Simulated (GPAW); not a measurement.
# Ballistic transport through a Li chain with a Ge atom bridging one bond, cheap and dear

Wanted: the zero-bias transmission of a Li chain with a Ge atom bridging one bond on a ladder of levels, with run times.

Calculated with GPAW 26.7.0; GPAW LCAO, PAW setups; Landauer transmission from Green's functions with principal layers (ASE), zero bias.

This is a report of a sequence of runs, with most program output left out.

## (1) The starting structure

The cell holds 11 atoms: 10 Li and 1 Ge. Cell: a = 9.000 Å, b = 9.000 Å, c = 29.700 Å, α = 90.0°, β = 90.0°, γ = 90.0°. Regions: left lead, 5 atoms (5 Li); channel, 1 atom (1 Ge); right lead, 5 atoms (5 Li). Vacuum lies along a and b. The structure is stacked along c, and the current runs across the ab planes.

As a file:

```cif
data_structure
_symmetry_space_group_name_H-M 'P 1'
_symmetry_Int_Tables_number 1
_cell_length_a 9.0000
_cell_length_b 9.0000
_cell_length_c 29.7000
_cell_angle_alpha 90.000
_cell_angle_beta 90.000
_cell_angle_gamma 90.000
_cell_volume 2405.70
loop_
_atom_site_label
_atom_site_type_symbol
_atom_site_fract_x
_atom_site_fract_y
_atom_site_fract_z
_atom_site_occupancy
Li1 Li 0.50000 0.50000 0.04966 1
Li2 Li 0.50000 0.50000 0.14899 1
Li3 Li 0.50000 0.50000 0.24832 1
Li4 Li 0.50000 0.50000 0.34764 1
Li5 Li 0.50000 0.50000 0.44697 1
Ge6 Ge 0.72386 0.50000 0.50000 1
Li7 Li 0.50000 0.50000 0.55303 1
Li8 Li 0.50000 0.50000 0.65236 1
Li9 Li 0.50000 0.50000 0.75168 1
Li10 Li 0.50000 0.50000 0.85101 1
Li11 Li 0.50000 0.50000 0.95034 1
```

## (2) GPAW, dzp

The script solves lead and junction separately, takes H and S in the orbital basis, and joins semi-infinite leads through their self-energies; the dzp basis is the working standard.

The input, run.py:

```python
import json
import numpy as np
from ase import Atoms
from ase.transport.calculators import TransportCalculator
from gpaw import GPAW, FermiDirac
from gpaw.lcao.tools import get_lcao_hamiltonian
from scipy.linalg import eigh

# The junction with lead layers at both ends, along the third cell vector
device = Atoms(
    ['Li', 'Li', 'Li', 'Li', 'Li', 'Ge', 'Li', 'Li', 'Li', 'Li', 'Li'],
    positions=[
        [4.50000, 4.50000, 1.47500],
        [4.50000, 4.50000, 4.42500],
        [4.50000, 4.50000, 7.37500],
        [4.50000, 4.50000, 10.32500],
        [4.50000, 4.50000, 13.27500],
        [6.51474, 4.50000, 14.85000],
        [4.50000, 4.50000, 16.42500],
        [4.50000, 4.50000, 19.37500],
        [4.50000, 4.50000, 22.32500],
        [4.50000, 4.50000, 25.27500],
        [4.50000, 4.50000, 28.22500]],
    cell=[[9.0, 0.0, 0.0], [0.0, 9.0, 0.0], [0.0, 0.0, 29.7]],
    pbc=True)

# One principal layer of the lead: the first 3 atoms of the device
lead = Atoms(
    ['Li', 'Li', 'Li'],
    positions=[
        [4.50000, 4.50000, 1.47500],
        [4.50000, 4.50000, 4.42500],
        [4.50000, 4.50000, 7.37500]],
    cell=[[9.0, 0.0, 0.0], [0.0, 9.0, 0.0], [0.0, 0.0, 8.85]],
    pbc=True)

settings = dict(mode='lcao', basis='dzp', xc='PBE', h=0.2,
                occupations=FermiDirac(0.1), maxiter=250,
                mixer=dict(beta=0.1, nmaxold=8, weight=100.0),
                convergence=dict(density=0.0001))
energies = np.arange(-2, 2 + 1e-9, 0.05)
eta = 0.0001
n1, n2 = 1, 1
# k and -k transmit alike, so half of the mesh across the current serves
mesh = [(i, j) for i in range(n1) for j in range(n2) if (i, j) <= (-i % n1, -j % n2)]
weights = np.array([1 if (i, j) == (-i % n1, -j % n2) else 2 for i, j in mesh]) / (n1 * n2)

# [... helper functions left out ...]
fermi_lead = ground_state(lead, (1, 1, 13), 'lead.txt')
fermi_device = ground_state(device, (1, 1, 3), 'device.txt')
# [... loop over the mesh left out, but for ...]
        # Shift the lead onto the potential of the device's first layer
        shift = ((H[:, 0, 0] - H0[:, 0, 0]) / S0[0, 0]).real.mean()
# [...]
kT = 8.617333e-5 * 500
bias = [0.1, 0.2, 0.5, 1.0, 1.5, 2.0]
# [... integrals and printing left out ...]
```

Run with:

```console
$ OMP_NUM_THREADS=1 OPENBLAS_NUM_THREADS=1 python run.py
```

Wall time 49 s (1 thread of Arm Neoverse N1, shared host); peak memory 0.89 GiB.

Numbers from this step:

```
conductance                                             : 0.7470 G₀
thermopower                                             : -2.474 μV/K
largest coupling past the next principal layer          : 1.28e-8 eV
largest misfit of the first principal layer             : 0.02615 eV
shift that aligns the lead                              : 0.001726 eV
basis functions of the junction                         : 63
basis functions of a principal layer                    : 15
transmission at the Fermi level (one spin)              : 0.7560
open channels of the lead at the Fermi level (one spin) : 1
```

One spin. The transmission, zone mean by energy, zero at the Fermi level:

energy (eV), transmission, zone mean and a bar:
```
    -2.00      0.000 
    -1.90      0.000 
    -1.80      0.000 
    -1.70      0.000 
    -1.55      0.000 
    -1.45      0.000 
    -1.35      0.000 
    -1.25      0.000 
    -1.15      0.000 
    -1.05      0.000 
    -0.90      0.000 
    -0.80      0.000 
    -0.70      0.923 ##############################
    -0.60      0.752 ########################
    -0.50      0.102 ###
    -0.40      0.196 ######
    -0.25      0.605 ####################
    -0.15      0.705 #######################
    -0.05      0.748 ########################
     0.00      0.756 #########################
     0.05      0.757 #########################
     0.15      0.746 ########################
     0.25      0.722 #######################
     0.40      0.680 ######################
     0.50      0.653 #####################
     0.60      0.630 ####################
     0.70      0.596 ###################
     0.80      0.555 ##################
     0.90      0.501 ################
     1.05      0.394 #############
     1.15      0.316 ##########
     1.25      0.243 ########
     1.35      0.186 ######
     1.45      0.145 #####
     1.55      0.119 ####
     1.70      0.100 ###
     1.80      0.095 ###
     1.90      0.093 ###
     2.00      0.089 ###
```

Crossings of the lead's bands, unfolded to its shortest repeat. The open channels, zone mean by energy, zero at the Fermi level:

```
energy (eV)  open channels, zone mean
      -2.00                         0
      -1.85                         0
      -1.70                         0
      -1.60                         0
      -1.45                         0
      -1.30                         0
      -1.15                         0
      -1.05                         0
      -0.90                         0
      -0.75                         1
      -0.60                         1
      -0.50                         1
      -0.35                         1
      -0.20                         1
      -0.05                         1
       0.00                         1
       0.05                         1
       0.20                         1
       0.35                         1
       0.50                         1
       0.60                         1
       0.75                         1
       0.90                         1
       1.05                         1
       1.15                         1
       1.30                         1
       1.45                         1
       1.60                         1
       1.70                         1
       1.85                         1
       2.00                         1
```

Not self-consistent under bias; the bias window is split evenly. The current through one cell, from the zero-bias transmission by bias:

```
bias (V)  current through one cell, from the zero-bias transmission (μA)
   0.100                                                            5.78
   0.200                                                            11.5
   0.500                                                            27.7
   1.000                                                            47.5
   1.500                                                            70.2
   2.000                                                            82.2
```

Table of transmission of the three most open eigenchannels by energy, zero at the Fermi level:

```
energy (eV)  channel 1  channel 2 = channel 3
     -0.800     6.9e-9                      0
     -0.600      0.752                      0
     -0.400      0.196                      0
     -0.200      0.665                      0
      0.000      0.756                      0
      0.200      0.735                      0
      0.400      0.680                      0
      0.600      0.630                      0
      0.800      0.555                      0
      1.000      0.432                      0
      1.200      0.278                      0
      1.400      0.163                      0
      1.600      0.110                      0
      1.800     0.0952                      0
      2.000     0.0886                      0
```

Couplings past the next layer reach 1.3e-8 eV, small enough to drop; the matrix elements of the cell's first layer differ from the bulk lead's by up to 0.026 eV. That layer keeps its own values in the calculation, and only beyond it is the lead taken as perfect. The Fermi levels of lead and junction count from different zeros of potential, one for each periodic cell; with both set to zero, the small remaining shift is what aligns them. By hand: G = 0.7470 × 77.48 μS = 57.9 μS, a resistance of 17.3 kΩ; at 0.1 V a linear junction would pass 5.79 μA, and the integral over the bias window gives 5.78 μA. Mott's formula, S = -(π²/3)(k_B²T/e) d ln T/dE, has the prefactor 12.2 μV/K·eV at 500 K; T = 0.7480 at -0.05 eV and 0.7574 at 0.05 eV give a slope of 0.125 per eV and S = -1.52 μV/K, beside -2.47 μV/K from the thermal integral, which interpolates the same grid.

## (3) GPAW, szp: basis = "szp(dzp)"

One radial function a shell plus polarisation makes the matrices smaller; the question is what that costs.

Changes to run.py since step 2:

```diff
@@ -36,3 +36,3 @@
 
-settings = dict(mode='lcao', basis='dzp', xc='PBE', h=0.2,
+settings = dict(mode='lcao', basis='szp(dzp)', xc='PBE', h=0.2,
                 occupations=FermiDirac(0.1), maxiter=250,
```

The job ended after 44 s (1 thread; peak memory 0.88 GiB).

Numbers from this step:

| Quantity | Value |
| --- | --- |
| conductance | 0.7617 G₀ |
| thermopower | -2.315 μV/K |
| largest coupling past the next principal layer | 1.26e-8 eV |
| largest misfit of the first principal layer | 0.02551 eV |
| shift that aligns the lead | 0.001092 eV |
| basis functions of the junction | 49 |
| basis functions of a principal layer | 12 |
| transmission at the Fermi level (one spin) | 0.7717 |

One spin. Transmission, zone mean against energy, zero at the Fermi level:

energy (eV), transmission, zone mean and a bar:
```
    -2.00      0.000 
    -1.85      0.000 
    -1.70      0.000 
    -1.60      0.000 
    -1.45      0.000 
    -1.30      0.000 
    -1.15      0.000 
    -1.05      0.000 
    -0.90      0.000 
    -0.75      0.720 ######################
    -0.70      0.989 ##############################
    -0.60      0.913 ############################
    -0.50      0.291 #########
    -0.35      0.348 ###########
    -0.20      0.675 ####################
    -0.05      0.764 #######################
     0.00      0.772 #######################
     0.05      0.772 #######################
     0.20      0.744 #######################
     0.35      0.695 #####################
     0.50      0.642 ###################
     0.60      0.609 ##################
     0.75      0.546 #################
     0.90      0.469 ##############
     1.05      0.380 ############
     1.15      0.320 ##########
     1.30      0.243 #######
     1.45      0.188 ######
     1.60      0.154 #####
     1.70      0.139 ####
     1.85      0.121 ####
     2.00      0.099 ###
```

Crossings of the lead's bands, unfolded to its shortest repeat. Table of open channels, zone mean by energy, zero at the Fermi level:

energy (eV), open channels, zone mean and a bar:
```
    -2.00       0.00 
    -1.90       0.00 
    -1.80       0.00 
    -1.70       0.00 
    -1.55       0.00 
    -1.45       0.00 
    -1.35       0.00 
    -1.25       0.00 
    -1.15       0.00 
    -1.05       0.00 
    -0.90       0.00 
    -0.80       0.00 
    -0.70       1.00 ##############################
    -0.60       1.00 ##############################
    -0.50       1.00 ##############################
    -0.40       1.00 ##############################
    -0.25       1.00 ##############################
    -0.15       1.00 ##############################
    -0.05       1.00 ##############################
     0.00       1.00 ##############################
     0.05       1.00 ##############################
     0.15       1.00 ##############################
     0.25       1.00 ##############################
     0.40       1.00 ##############################
     0.50       1.00 ##############################
     0.60       1.00 ##############################
     0.70       1.00 ##############################
     0.80       1.00 ##############################
     0.90       1.00 ##############################
     1.05       1.00 ##############################
     1.15       1.00 ##############################
     1.25       1.00 ##############################
     1.35       1.00 ##############################
     1.45       1.00 ##############################
     1.55       1.00 ##############################
     1.70       1.00 ##############################
     1.80       1.00 ##############################
     1.90       1.00 ##############################
     2.00       1.00 ##############################
```

Not self-consistent under bias; the bias window is split evenly. The current through one cell, from the zero-bias transmission by bias:

```
bias (V)  current through one cell, from the zero-bias transmission (μA)
   0.100                                                            5.89
   0.200                                                            11.7
   0.500                                                            28.1
   1.000                                                            48.0
   1.500                                                            72.1
   2.000                                                            83.4
```

Table of transmission of the three most open eigenchannels by energy, zero at the Fermi level:

```
energy (eV)  channel 1  channel 2 = channel 3
      -2.00          0                      0
      -1.90          0                      0
      -1.80          0                      0
      -1.70          0                      0
      -1.55          0                      0
      -1.45          0                      0
      -1.35          0                      0
      -1.25          0                      0
      -1.15          0                      0
      -1.05          0                      0
      -0.90          0                      0
      -0.80     1.7e-9                      0
      -0.70      0.989                      0
      -0.60      0.913                      0
      -0.50      0.291                      0
      -0.40      0.132                      0
      -0.25      0.607                      0
      -0.15      0.719                      0
      -0.05      0.764                      0
       0.00      0.772                      0
       0.05      0.772                      0
       0.15      0.757                      0
       0.25      0.729                      0
       0.40      0.677                      0
       0.50      0.642                      0
       0.60      0.609                      0
       0.70      0.567                      0
       0.80      0.522                      0
       0.90      0.469                      0
       1.05      0.380                      0
       1.15      0.320                      0
       1.25      0.267                      0
       1.35      0.222                      0
       1.45      0.188                      0
       1.55      0.164                      0
       1.70      0.139                      0
       1.80      0.126                      0
       1.90      0.114                      0
       2.00     0.0994                      0
```

The conductance, 0.762 G₀, lies 2.0 % above that of the dzp run.

## (4) GPAW, sz: basis = "sz(dzp)"

One function for each valence shell of the setup, as for a first survey of a large system.

Changes to run.py since step 3:

```diff
@@ -36,3 +36,3 @@
 
-settings = dict(mode='lcao', basis='szp(dzp)', xc='PBE', h=0.2,
+settings = dict(mode='lcao', basis='sz(dzp)', xc='PBE', h=0.2,
                 occupations=FermiDirac(0.1), maxiter=250,
```

Wall time 32 s (1 thread); peak memory 0.83 GiB.

This step gave:

* conductance: 0.5243 G₀
* thermopower: 4.041 μV/K
* largest coupling past the next principal layer: 1.25e-8 eV
* largest misfit of the first principal layer: 0.01457 eV
* shift that aligns the lead: 0.002904 eV
* basis functions of the junction: 14
* basis functions of a principal layer: 3
* transmission at the Fermi level (one spin): 0.5302

The conductance, 0.524 G₀, lies 30 % below that of the dzp run.

## (5) revPBE in the dzp basis: xc = "revPBE"

Back in the dzp basis, the functional changes from PBE to revPBE, to set the spread between functionals beside that between bases.

Changes to run.py since step 4:

```diff
@@ -36,3 +36,3 @@
 
-settings = dict(mode='lcao', basis='sz(dzp)', xc='PBE', h=0.2,
+settings = dict(mode='lcao', basis='dzp', xc='revPBE', h=0.2,
                 occupations=FermiDirac(0.1), maxiter=250,
```

Run time: 48 s. Hardware: 1 thread; peak memory 0.89 GiB.

Numbers from this step:

```yaml
conductance: 0.7508 G₀
thermopower: -1.581 μV/K
largest_coupling_past_the_next_principal_layer: 1.32e-8 eV
largest_misfit_of_the_first_principal_layer: 0.02636 eV
shift_that_aligns_the_lead: 0.001614 eV
basis_functions_of_the_junction: 63
basis_functions_of_a_principal_layer: 15
transmission_at_the_fermi_level_one_spin: 0.7594
```

The conductance, 0.751 G₀, lies 0.5 % above that of the dzp run.

## (6) Cost and result by level

Times are for 1 thread of Arm Neoverse N1, shared host. The series side by side:

```
no.         run  conductance (G₀)  time  memory (GiB)
  1         dzp            0.7470  49 s          0.89
  2         szp            0.7617  44 s          0.88
  3          sz            0.5243  32 s          0.83
  4  dzp revPBE            0.7508  48 s          0.89
```

## (7) The levels side by side

The curves are compared point by point over the common energies.

This step: comparison of transmission and cost over codes and levels (GPAW 26.7.0).

Ladder, by row:

```
      step  code  T at the Fermi level (sum over the listed spins)  conductance (G0)  r.m.s. T(E) from the first  wall time (s)  peak memory (GiB)  threads
       dzp  GPAW                                             0.756             0.747                           0          48.68               0.89        1
       szp  GPAW                                            0.7717            0.7617                     0.04853          43.75               0.88        1
        sz  GPAW                                            0.5302            0.5243                      0.2968          31.66               0.83        1
dzp-revPBE  GPAW                                            0.7594            0.7508                     0.01795          48.18               0.89        1
```

Transmission, zone mean, sum over the listed spins against energy, zero at the Fermi level:

```
energy (eV)     dzp     szp       sz  dzp-revPBE
     -2.000       0       0        0           0
     -1.800       0       0        0           0
     -1.600       0       0        0           0
     -1.400       0       0        0           0
     -1.200       0       0  6.4e-14           0
     -1.000       0       0    0.904           0
     -0.800  6.9e-9  1.7e-9   0.0506      1.4e-8
     -0.700   0.923   0.989   0.0211       0.924
     -0.600   0.752   0.913    0.148       0.710
     -0.400   0.196   0.132    0.401       0.248
     -0.200   0.665   0.675    0.526       0.682
     -0.100   0.732   0.748    0.540       0.741
      0.000   0.756   0.772    0.530       0.759
      0.050   0.757   0.772    0.518       0.758
      0.200   0.735   0.744    0.462       0.730
      0.400   0.680   0.677    0.373       0.669
      0.600   0.630   0.609    0.294       0.617
      0.800   0.555   0.522    0.237       0.534
      1.000   0.432   0.411    0.201       0.412
      1.200   0.278   0.293    0.186       0.265
      1.400   0.163   0.204    0.197       0.157
      1.600   0.110   0.154    0.236       0.109
      1.800  0.0952   0.126    0.313      0.0981
      2.000  0.0886  0.0994    0.429      0.0987
```

(Part 1 of 2 ends here.)

[Logs are printed without paths, hosts, clocks, repeated set-up lines and the standing remarks that a program may print on its own settings, such as how far it seeks lower states.]

[Hosts, paths, dates, database ids (printed as entryN), source tags and the programs' standing remarks are cut or masked in the printed files.]
